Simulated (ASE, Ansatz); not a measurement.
# 1T-ZrS2 zigzag nanoribbon, bare edges, Se on S sites (64 atoms): support functions against a reference

Wanted: errors and times of a linear-scaling basis for 1T-ZrS2 zigzag nanoribbon, bare edges, Se on S sites (64 atoms). A setting counts as converged where the r.m.s. difference of forces stays under 1 % of the r.m.s. force.

Program: Ansatz 0.2.0. Level of theory: Kohn-Sham DFT, PBE, PAW (set soft_2, large core), plane waves. Results are calculated unless marked as measured.

## Step 1: The structure

The cell holds 64 atoms: 24 Zr, 35 S and 5 Se. Cell: a = 29.280 Å, b = 17.396 Å, c = 12.920 Å, α = 90.0°, β = 90.0°, γ = 90.0°. It derives from ZrS2 (1T-ZrS2) and ZrSe2. 1T-ZrS2 (a = 3.66 Å), rectangular cell with x along the zigzag direction; strip nominally 8 Å wide, 8 periods, 10 Å of vacuum, 5 of 40 S replaced by Se at random; not relaxed, displaced by a Gaussian of 0.02 Å. Vacuum lies along b and c. The structure repeats along a.

Before any run, some limits are plain. Beside vacuum, support functions can miss their usual error bounds without a warning. The main run has no spin polarisation, so any moments at edges, vacancies or dangling bonds can't form in it. Only the Γ point is sampled, in a cell whose periodic width is 29 Å.

## Step 2: Plane-wave single point

This run is the reference for what follows, at a cutoff of 420 eV.

Input file input.yaml:

```yaml
crystal:
  lattice:
    - [29.28, 0.0, 0.0]
    - [0.0, 17.39586, 0.0]
    - [0.0, 0.0, 12.92]
  atoms:
    - { symbol: Zr, position: [0.99961, 0.28755, 0.50084] }
    - { symbol: S, position: [0.00092, 0.40714, 0.61144] }
    - { symbol: S, position: [0.06195, 0.34863, 0.38374] }
    - { symbol: Zr, position: [0.06268, 0.47073, 0.49847] }
    - { symbol: S, position: [0.06221, 0.59297, 0.61267] }
    - { symbol: S, position: [0.99963, 0.53267, 0.3841] }
    - { symbol: Zr, position: [0.99985, 0.65318, 0.49832] }
    - { symbol: S, position: [0.06367, 0.71223, 0.38762] }
    - { symbol: Zr, position: [0.12498, 0.28731, 0.49924] }
    - { symbol: S, position: [0.12488, 0.40959, 0.61399] }
    - { symbol: Se, position: [0.18746, 0.35041, 0.39052] }
    - { symbol: Zr, position: [0.18714, 0.46977, 0.49964] }
    - { symbol: S, position: [0.18683, 0.59132, 0.61323] }
    - { symbol: S, position: [0.12483, 0.52955, 0.38766] }
    - { symbol: Zr, position: [0.12521, 0.65027, 0.49959] }
    - { symbol: S, position: [0.18882, 0.71333, 0.38742] }
    - { symbol: Zr, position: [0.2498, 0.28841, 0.50052] }
    - { symbol: S, position: [0.25063, 0.40868, 0.61394] }
    - { symbol: S, position: [0.31317, 0.34939, 0.38708] }
    - { symbol: Zr, position: [0.31341, 0.47147, 0.5005] }
    - { symbol: Se, position: [0.31245, 0.59062, 0.61588] }
    - { symbol: S, position: [0.25002, 0.53055, 0.38643] }
    - { symbol: Zr, position: [0.25132, 0.65116, 0.50341] }
    - { symbol: S, position: [0.31463, 0.71059, 0.3868] }
    - { symbol: Zr, position: [0.37538, 0.28942, 0.50149] }
    - { symbol: Se, position: [0.37455, 0.40888, 0.61186] }
    - { symbol: S, position: [0.43691, 0.34875, 0.38486] }
    - { symbol: Zr, position: [0.43883, 0.46911, 0.4992] }
    - { symbol: S, position: [0.43569, 0.59118, 0.61373] }
    - { symbol: S, position: [0.37499, 0.53164, 0.38667] }
    - { symbol: Zr, position: [0.37431, 0.6526, 0.49766] }
    - { symbol: S, position: [0.43671, 0.71516, 0.3865] }
    - { symbol: Zr, position: [0.49984, 0.28699, 0.50158] }
    - { symbol: S, position: [0.49983, 0.40852, 0.61609] }
    - { symbol: S, position: [0.56231, 0.3481, 0.38833] }
    - { symbol: Zr, position: [0.5629, 0.46894, 0.50091] }
    - { symbol: S, position: [0.56217, 0.59158, 0.61419] }
    - { symbol: S, position: [0.50071, 0.53007, 0.38783] }
    - { symbol: Zr, position: [0.49967, 0.6515, 0.50073] }
    - { symbol: S, position: [0.56351, 0.71219, 0.38645] }
    - { symbol: Zr, position: [0.62558, 0.289, 0.50134] }
    - { symbol: S, position: [0.62539, 0.40854, 0.61113] }
    - { symbol: S, position: [0.68808, 0.34707, 0.38655] }
    - { symbol: Zr, position: [0.68729, 0.46955, 0.49869] }
    - { symbol: S, position: [0.68781, 0.58981, 0.61382] }
    - { symbol: S, position: [0.62438, 0.53134, 0.38522] }
    - { symbol: Zr, position: [0.62433, 0.65156, 0.49714] }
    - { symbol: Se, position: [0.68835, 0.7112, 0.3873] }
    - { symbol: Zr, position: [0.7506, 0.28754, 0.50057] }
    - { symbol: S, position: [0.74988, 0.40876, 0.61268] }
    - { symbol: S, position: [0.81262, 0.34909, 0.3866] }
    - { symbol: Zr, position: [0.81194, 0.46791, 0.50083] }
    - { symbol: S, position: [0.81305, 0.59158, 0.61225] }
    - { symbol: S, position: [0.74934, 0.53118, 0.388] }
    - { symbol: Zr, position: [0.75147, 0.65228, 0.5019] }
    - { symbol: S, position: [0.81206, 0.71215, 0.38576] }
    - { symbol: Zr, position: [0.87536, 0.28871, 0.50088] }
    - { symbol: Se, position: [0.8764, 0.40845, 0.61196] }
    - { symbol: S, position: [0.9366, 0.34795, 0.38931] }
    - { symbol: Zr, position: [0.93704, 0.47017, 0.49919] }
    - { symbol: S, position: [0.9375, 0.59049, 0.61454] }
    - { symbol: S, position: [0.87486, 0.53103, 0.38537] }
    - { symbol: Zr, position: [0.87636, 0.65079, 0.499] }
    - { symbol: S, position: [0.93692, 0.71327, 0.38796] }
kpoints:
  mp_grid: { grid: [1, 1, 1] }
hamiltonian:
  xc: pbe
  pseudopotentials: { kind: paw, core: large }
scf:
  occupations: { method: gaussian, width: 0.025 }
output:
  forces: true
  populations: true
  dos:
    method: { smearing: { sigma: 0.08 } }
    de: 0.1
    projected: { site_lists: { S: [S], Se: [Se], Zr: [Zr] } }
  eigenvalues: true
  write_density: true
  write_potential: true
  volumetric_format: npy
```

Run with:

```
$ ansatz run input.yaml --threads 8 --pin off --max-ram 15872MiB --backend cpu --events-out ev --progress --plain --runs-dir out
```

Numbers of over 12 decimals in the logs are rounded to 6 here.

Output:

```text
Engine: ansatz 0.2.0, aarch64-unknown-linux-gnu
Pseudopotentials: kind: paw
Pseudopotential: Zr, paw, valence charge 12, recommended cutoff 420 eV (normal), Zr.paw.azcp
Pseudopotential: S, paw, valence charge 6, recommended cutoff 420 eV (normal), S.paw.azcp
Pseudopotential: Se, paw, valence charge 6, recommended cutoff 420 eV (normal), Se.paw.azcp#standard-large-core
[... 5 lines on functional and potentials left out ...]
Crystal: 64 atoms, lattice volume = 6580.812 Å³
Basis set: ecut = 420 eV, 128509 PW (Γ), exchange–correlation on 400×240×180 points (8 copies of the dense FFT grid, shifted against one another)
Bands: 328, of which v1, the nominal top of the filled ones, is band 264 counted from 1 (263 counted from 0)
Symmetry: 1 space group operations
Space group: P1 (ITA 1), of the structure as read, at distance tolerance 1.9e-4 Å
k-points: 1
[... 7 lines on functional and potentials left out ...]
Initial density: superposition of atomic densities (neutral atoms: chi_scale 0, normalization atom)
Initial wavefunctions: pseudopotential atomic-orbital guess
Functional: x = pbe(κ = 0.804, μ = 0.219515), c = pbe(β = 0.066725)
SCF iter   1: F=—  HF=-144972.697599 eV  |F-HF|=—  |Δ(HF+E_count)|=         —  Δρ=2.54e-2  dr2=2.09e2  ethr=3.10e-3  ⟨swp⟩=9.0  Hψ=1418  notcnv=0  defer=5
preconditioner: auto → LDOS  [metal: Δε(μ)=0.010 eV  Ē_g=7.379 eV  σ=0.025 eV  W_gap=0.23  n_scr=630 (ndim 8)  ℏωp=8.3 eV  f_vac=0.668  D(μ)=119.40/eV (n_scr^D=656)  β→1.0]
SCF iter   2: F=—  HF=-144946.363227 eV  |F-HF|=—  |Δ(HF+E_count)|=    2.63e1  Δρ=2.12e-2  dr2=7.09e1  ethr=3.10e-3  ⟨swp⟩=7.0  Hψ=803  notcnv=0  defer=50
SCF iter   3: F=—  HF=-144941.829863 eV  |F-HF|=—  |Δ(HF+E_count)|=    4.53e0  Δρ=1.15e-2  dr2=4.47e1  ethr=3.10e-3  ⟨swp⟩=5.0  Hψ=674  notcnv=0  defer=48
SCF iter   4: F=—  HF=-144938.557502 eV  |F-HF|=—  |Δ(HF+E_count)|=    3.27e0  Δρ=4.40e-3  dr2=5.45e0  ethr=3.10e-3  ⟨swp⟩=5.0  Hψ=546  notcnv=0  defer=48
SCF iter   5: F=—  HF=-144938.309620 eV  |F-HF|=—  |Δ(HF+E_count)|=   2.48e-1  Δρ=2.66e-3  dr2=1.11e0  ethr=1.03e-3  ⟨swp⟩=3.0  Hψ=523  notcnv=0  defer=50
SCF iter   6: F=—  HF=-144938.343684 eV  |F-HF|=—  |Δ(HF+E_count)|=   3.41e-2  Δρ=1.55e-3  dr2=8.44e-1  ethr=2.10e-4  ⟨swp⟩=3.0  Hψ=439  notcnv=0  defer=50
SCF iter   7: F=—  HF=-144938.344336 eV  |F-HF|=—  |Δ(HF+E_count)|=   6.52e-4  Δρ=1.12e-3  dr2=3.57e-1  ethr=1.60e-4  ⟨swp⟩=3.0  Hψ=307  notcnv=0  defer=50
SCF iter   8: F=—  HF=-144938.331447 eV  |F-HF|=—  |Δ(HF+E_count)|=   1.29e-2  Δρ=4.87e-4  dr2=6.79e-2  ethr=6.77e-5  ⟨swp⟩=3.0  Hψ=306  notcnv=0  defer=50
SCF iter   9: F=—  HF=-144938.329341 eV  |F-HF|=—  |Δ(HF+E_count)|=   2.11e-3  Δρ=2.62e-4  dr2=1.99e-2  ethr=1.29e-5  ⟨swp⟩=3.0  Hψ=416  notcnv=0  defer=50
SCF iter  10: F=—  HF=-144938.329876 eV  |F-HF|=—  |Δ(HF+E_count)|=   5.35e-4  Δρ=1.79e-4  dr2=8.95e-3  ethr=3.76e-6  ⟨swp⟩=2.0  Hψ=300  notcnv=0  defer=50
[...]
SCF iter  17: F=—  HF=-144938.329745 eV  |F-HF|=—  |Δ(HF+E_count)|=   4.18e-4  Δρ=1.22e-5  dr2=3.81e-5  ethr=1.13e-8  ⟨swp⟩=2.0  Hψ=484  notcnv=0  defer=50
SCF iter  18: F=—  HF=-144938.329747 eV  |F-HF|=—  |Δ(HF+E_count)|=   1.58e-6  Δρ=9.01e-6  dr2=2.21e-5  ethr=7.21e-9  ⟨swp⟩=2.0  Hψ=306  notcnv=0  defer=50
SCF iter  19: F=—  HF=-144938.329749 eV  |F-HF|=—  |Δ(HF+E_count)|=   2.27e-6  Δρ=5.69e-6  dr2=8.53e-6  ethr=4.19e-9  ⟨swp⟩=2.0  Hψ=288  notcnv=0  defer=50
SCF iter  20: F=—  HF=-144938.329750 eV  |F-HF|=—  |Δ(HF+E_count)|=   4.96e-7  Δρ=4.64e-6  dr2=6.84e-6  ethr=1.62e-9  ⟨swp⟩=2.0  Hψ=289  notcnv=0  defer=50
SCF iter  21: F=—  HF=-144938.329750 eV  |F-HF|=—  |Δ(HF+E_count)|=   1.25e-7  Δρ=2.87e-6  dr2=2.55e-6  ethr=1.30e-9  ⟨swp⟩=2.0  Hψ=286  notcnv=0  defer=50
SCF iter  22: F=—  HF=-144938.329750 eV  |F-HF|=—  |Δ(HF+E_count)|=   1.81e-7  Δρ=2.32e-6  dr2=1.90e-6  ethr=4.84e-10  ⟨swp⟩=2.0  Hψ=306  notcnv=0  defer=50
SCF iter  23: F=—  HF=-144938.329750 eV  |F-HF|=—  |Δ(HF+E_count)|=   7.95e-8  Δρ=1.65e-6  dr2=7.27e-7  ethr=3.61e-10  ⟨swp⟩=2.0  Hψ=302  notcnv=0  defer=50
SCF iter  24: F=—  HF=-144938.329750 eV  |F-HF|=—  |Δ(HF+E_count)|=   7.07e-8  Δρ=1.18e-6  dr2=5.72e-7  ethr=1.38e-10  ⟨swp⟩=2.0  Hψ=288  notcnv=0  defer=50
SCF iter  25: F=—  HF=-144938.329750 eV  |F-HF|=—  |Δ(HF+E_count)|=   1.66e-8  Δρ=7.86e-7  dr2=1.84e-7  ethr=1.08e-10  ⟨swp⟩=2.0  Hψ=288  notcnv=0  defer=50
SCF iter  26: F=-144938.329750 eV  HF=-144938.329750 eV  |F-HF|=5.04e-8  |Δ(HF+E_count)|=   2.28e-8  Δρ=4.33e-7  dr2=6.95e-8  ethr=1.89e-11  ⟨swp⟩=30.0  Hψ=3316  notcnv=0
SCF 1 converged in 26 iterations: F = -144938.329750 eV  dr2 = 6.95e-8
  greatest PAW one-centre occupation: 0.996 electrons in one spin orbital (limit 2), on the Zr atom at site 24 (counted from 0), in its partial waves of l = 0
WARN: The output density's exchange-correlation potential varies sharply where the density is thin. Do not read a vacuum level from v_tot or v_xc, or from such a field of the output density. On a cell that repeats whose density bears no net charge and no dipole along the vacuum's axis use v_es (v_loc + v_h of the components); [...]
SCF converged after 26 iterations
Free energy (F): -144938.329750 eV
Harris-Foulkes:  -144938.329750 eV  (|F-HF|=5.04e-8)
Internal energy: -144938.292485 eV  (E = F + TS)
E sigma→0 (E₀):  -144938.311117 eV
Entropy (-TS):   -0.037266 eV (-0.582 meV/atom)
Fermi energy:    -1.387240 eV
--- Per-component energies (eV) ---
  E_band       = -8966.474647
  E_kinetic    = 12178.563390
  E_local      = -151259.048034  (includes V_loc(G=0)·N_el)
  E_nonlocal   = 3164.308051
  E_hartree    = 68549.248630
  E_xc         = -8209.445390
  E_vxc        = -8017.572085  (∫ρ·V_xc dr)
  E_paw        = -102919.350363  (= ΣΔE_a)
  E_vpaw       = -2131.248077  (= ΣTr[D̂ρ^β])
  E_aug_tail   = 0.000644  (compensation charges beyond the density's cutoff)
  E_ewald      = 33557.430587
  E_smearing   = -0.037266  (= −TS)
  E_closure    = 0.000000  (closes the sum)
  Σ components = -144938.329750   (vs F -144938.329750, Δ=0.00e0)
--- Forces (eV/Å), atoms counted from 1 ---
  atom   1  Zr     0.16622076     2.03796096    -0.08812718
  atom   2  S     -0.13588015    -1.18688297     0.12814076
  atom   3  S     -0.00948677    -0.86080041     0.49986342
  atom   4  Zr    -0.19797928     0.15445250    -0.18365437
  atom   5  S     -0.05906643    -0.01787871     0.36800926
  atom   6  S      0.10207955     0.23458876     0.41973683
  atom   7  Zr     0.17333891    -0.35757371    -2.21380100
  atom   8  S     -0.21300562    -0.34420504     1.42710457
  atom   9  Zr    -0.84003224     1.73828716     0.67928453
  atom  10  S     -0.09973971    -1.43070070    -0.01931970
  atom  11  Se     0.02364693    -1.21988070    -1.98190358
  atom  12  Zr     0.21854807     1.30126412     0.77784021
  atom  13  S      0.21018851     0.22424614     0.49090345
  atom  14  S      0.04251143     0.46070875    -0.09574270
[...]
atom  63  Zr    -0.39183827    -0.16993739    -2.21329565
  atom  64  S      0.11561168    -0.30604836     1.39971638
  max |Σ_I F_I| component: 1.94e-4 eV/Å
--- Band table (eV) ---
  k-point 0: bands = ["-51.5995", "-51.5754", "-51.5738", "-51.5331", [... 312 levels ...], "0.2925", "0.3132", "0.3339", "0.4489", "0.4982", "0.5407", "0.5690", "0.5809", "0.6034", "0.6192", "0.6222", "0.6740"]
--- Löwdin populations: 64 sites ---
  site symbol       q [e]
     0     Zr     11.4402
     1      S      6.3470
     2      S      6.3184
[...]
63      S      6.4006
  spilling = 0.006517 (of n_electrons = 528.000000)
```

It took 70 s on 8 threads of Arm Neoverse V2, shared host; peak memory 6.4 GiB; 9 min of CPU time.

The program notes that potentials were chosen by core size and the exchange-correlation potential is rough where the density is thin.

Numbers from this run:

```
free energy                             : -144938.3298 eV
free energy per atom                    : -2264.6614 eV/atom
SCF cycles                              : 26
r.m.s. force component                  : 0.8881 eV/Å
longest force                           : 3.517 eV/Å
Fermi energy                            : -1.387 eV
levels partly filled by over 2 per cent : 3
spilling of the projection              : 0.006517
```

Neighbours are counted within 3.28 Å (S-Zr), 3.45 Å (Zr-Se).

Length of the force by element and coordination:

| element | coordination | atoms | mean length of the force (eV/Å) | spread | least | most |
| --- | --- | --- | --- | --- | --- | --- |
| S | all | 35 | 0.916 | 0.497 | 0.218 | 1.78 |
| S | 2 | 7 | 1.59 | 0.139 | 1.44 | 1.78 |
| S | 3 | 28 | 0.748 | 0.402 | 0.218 | 1.43 |
| Se | all | 5 | 2.15 | 0.771 | 0.633 | 2.72 |
| Se | 2 | 1 | 0.633 | 0 | 0.633 | 0.633 |
| Se | 3 | 4 | 2.53 | 0.153 | 2.33 | 2.72 |
| Zr | all | 24 | 1.77 | 0.706 | 0.311 | 3.52 |
| Zr | 3 | 8 | 1.83 | 0.350 | 1.13 | 2.17 |
| Zr | 5 | 8 | 2.34 | 0.569 | 1.49 | 3.52 |
| Zr | 6 | 8 | 1.15 | 0.589 | 0.311 | 2.00 |

Löwdin charges by element and coordination (they lack the spilled electrons, 0.054 e an atom on average):

| element | coordination | atoms | mean charge (e) | spread | least | most |
| --- | --- | --- | --- | --- | --- | --- |
| S | all | 35 | -0.348 | 0.064 | -0.438 | -0.258 |
| S | 2 | 7 | -0.415 | 0.0168 | -0.438 | -0.385 |
| S | 3 | 28 | -0.331 | 0.0604 | -0.438 | -0.258 |
| Se | all | 5 | -0.257 | 0.0683 | -0.344 | -0.151 |
| Se | 2 | 1 | -0.344 | 0 | -0.344 | -0.344 |
| Se | 3 | 4 | -0.235 | 0.0587 | -0.317 | -0.151 |
| Zr | all | 24 | 0.704 | 0.118 | 0.538 | 0.873 |
| Zr | 3 | 8 | 0.554 | 0.0089 | 0.538 | 0.564 |
| Zr | 5 | 8 | 0.838 | 0.0203 | 0.800 | 0.873 |
| Zr | 6 | 8 | 0.721 | 0.0214 | 0.689 | 0.756 |

States in the cell by windows of 0.5 eV, zero at the Fermi level; the larger projections on atomic orbitals stand beside the total:

| from (eV) | to (eV) | total | S p | Zr d | Se p |
| --- | --- | --- | --- | --- | --- |
| -10 | -5.5 | 0.0 | 0.0 | 0.0 | 0.0 |
| -5.5 | -5 | 10.4 | 5.1 | 2.4 | 1.6 |
| -5 | -4.5 | 25.8 | 14.3 | 5.6 | 3.1 |
| -4.5 | -4 | 36.7 | 23.0 | 8.3 | 3.2 |
| -4 | -3.5 | 35.4 | 21.6 | 8.6 | 3.1 |
| -3.5 | -3 | 50.1 | 32.4 | 11.8 | 3.5 |
| -3 | -2.5 | 26.5 | 18.1 | 5.1 | 2.1 |
| -2.5 | -2 | 18.4 | 14.6 | 1.6 | 1.5 |
| -2 | -1.5 | 23.4 | 17.1 | 3.5 | 2.0 |
| -1.5 | -1 | 12.9 | 9.7 | 1.2 | 1.6 |
| -1 | -0.5 | 0.3 | 0.2 | 0.0 | 0.0 |
| -0.5 | 0 | 20.2 | 2.1 | 14.1 | 0.3 |
| 0 | 0.5 | 25.5 | 2.6 | 18.3 | 0.4 |
| 0.5 | 1 | 29.1 | 3.3 | 22.4 | 0.5 |

The curve was stored every 0.100 eV, coarse against its broadening of 0.08 eV, so these counts are rough.

Between -26 and -10 eV lie 80 more states.

The stored curve holds about 340 of the 528 electrons; the rest, give or take the few that broadening carries across the Fermi level, lie in deeper levels below its range.

The levels nearest the highest filled one (over half full), pooled over k-points and spins:

| level less the highest filled one (eV) | occupation |
| --- | --- |
| -0.163 | 2 |
| -0.0777 | 2 |
| -0.0483 | 2 |
| -0.0404 | 2 |
| -0.0188 | 2 |
| 0 | 2.00 |
| 0.0524 | 0.968 |
| 0.0622 | 0.551 |
| 0.0641 | 0.483 |
| 0.107 | 0.002 |
| 0.114 | 0 |
| 0.131 | 0 |

Electrostatic potential energy in the ab plane at fractional z = 0.384, with atoms of S and Se within 0.2 Å of it. With pseudopotentials it is smooth inside the atoms' cores, unlike the true potential.

Ten even steps from '0' (-39 eV) to '9' (4 eV), each cell a mean:
```
99999999999999999999999999999999999999999999
99999999999999999999999999999999999999999999
99999999999999999999999999999999999999999999
99999999999999999999999999999999999999999999
99999999999999999999999999999999999999999999
99999975689999997668999998656899999976689999
89999501028999961102799984010389998501038999
89999731258999973114899986323689998621258999
99889999999989999899988899999999889999999888
98889999999888999999987899999998889999999878
62115899986211589998511148999962115899985111
50103899985010389998511038999850103899984010
87678888888767888888876788888887678888888767
99999988889999998889999999888999999988899999
99998632258999974336899997434799999743479999
89998200017899840102799983010389998401038999
88888742368888875347888887434788888743478888
88888999998888899999988889999988888999999888
98889999999888999999998999999998889999999988
99999999999999999999999999999999999999999999
99999999999999999999999999999999999999999999
99999999999999999999999999999999999999999999
99999999999999999999999999999999999999999999
99999999999999999999999999999999999999999999
```
Columns run along a (16.0 Å, from fractional 0.10 to 0.65 of the cell; values clipped at the 3rd and 97th percentile), rows up along b (17.4 Å). Atoms in or near the plane, at fractional coordinates: Se at (0.19, 0.35), S at (0.12, 0.53), S at (0.19, 0.71), S at (0.31, 0.35), S at (0.25, 0.53), S at (0.31, 0.71), S at (0.44, 0.35), S at (0.37, 0.53), S at (0.44, 0.72), S at (0.56, 0.35), S at (0.50, 0.53), S at (0.56, 0.71), S at (0.62, 0.53).

Valence density in the ab plane at fractional z = 0.384, with atoms of S and Se within 0.2 Å of it. It is the smooth field of the valence electrons, not physical close to the nuclei.

Ten even steps from '0' (0.0 e/Å³) to '9' (1.1 e/Å³), each cell a mean:
```
00000000000000000000000000000000000000000000
00000000000000000000000000000000000000000000
00000000000000000000000000000000000000000000
00000000000000000000000000000000000000000000
00000000000000000000000000000000000000000000
46642000013554210001345421000135542100013565
96696200149759721014742563101488597310138859
78874100137888521113665653101378786210136888
12211000011222111011222211100112221100011222
00001233210000123321000012332100000133310000
10013788851001378885200137878520012687862100
21014976962101497696210148869731013885973101
10011345421001134432100113444210011244421100
11110000001111000000111110000011111000001111
68863100025886310002478631000247874100014787
95596210159659721014874973101488398310148848
67763111135776411012577742101257774211125777
11110000001111000000111100000001110000001111
00000000000000000000000000000000000000000000
00000000000000000000000000000000000000000000
00000000000000000000000000000000000000000000
00000000000000000000000000000000000000000000
00000000000000000000000000000000000000000000
00000000000000000000000000000000000000000000
```
Columns run along a (16.0 Å, from fractional 0.41 to 0.96 of the cell), rows up along b (17.4 Å). Atoms in or near the plane, at fractional coordinates: S at (0.44, 0.35), S at (0.44, 0.72), S at (0.56, 0.35), S at (0.50, 0.53), S at (0.56, 0.71), S at (0.69, 0.35), S at (0.62, 0.53), Se at (0.69, 0.71), S at (0.81, 0.35), S at (0.75, 0.53), S at (0.81, 0.71), S at (0.94, 0.35), S at (0.87, 0.53), S at (0.94, 0.71).

Forces differ by site in this geometry: S atoms with 2 neighbours bear 1.6 eV/Å on average, against 0.75 eV/Å for those with 3. Mean Löwdin charges: S -0.35, Se -0.26, Zr +0.70 e (they miss 0.65 % of the electrons, so they add up to more than the cell's charge). Within 0.4 eV of the Fermi level the largest share is Zr d (75 % of the projected weight).

(Continued in part 2 of 2.)

[Logs are printed without paths, hosts, clocks, repeated set-up lines and the standing remarks that a program may print on its own settings, such as how far it seeks lower states.]

[Hosts, paths, dates, database ids (printed as entryN), source tags and the programs' standing remarks are cut or masked in the printed files.]
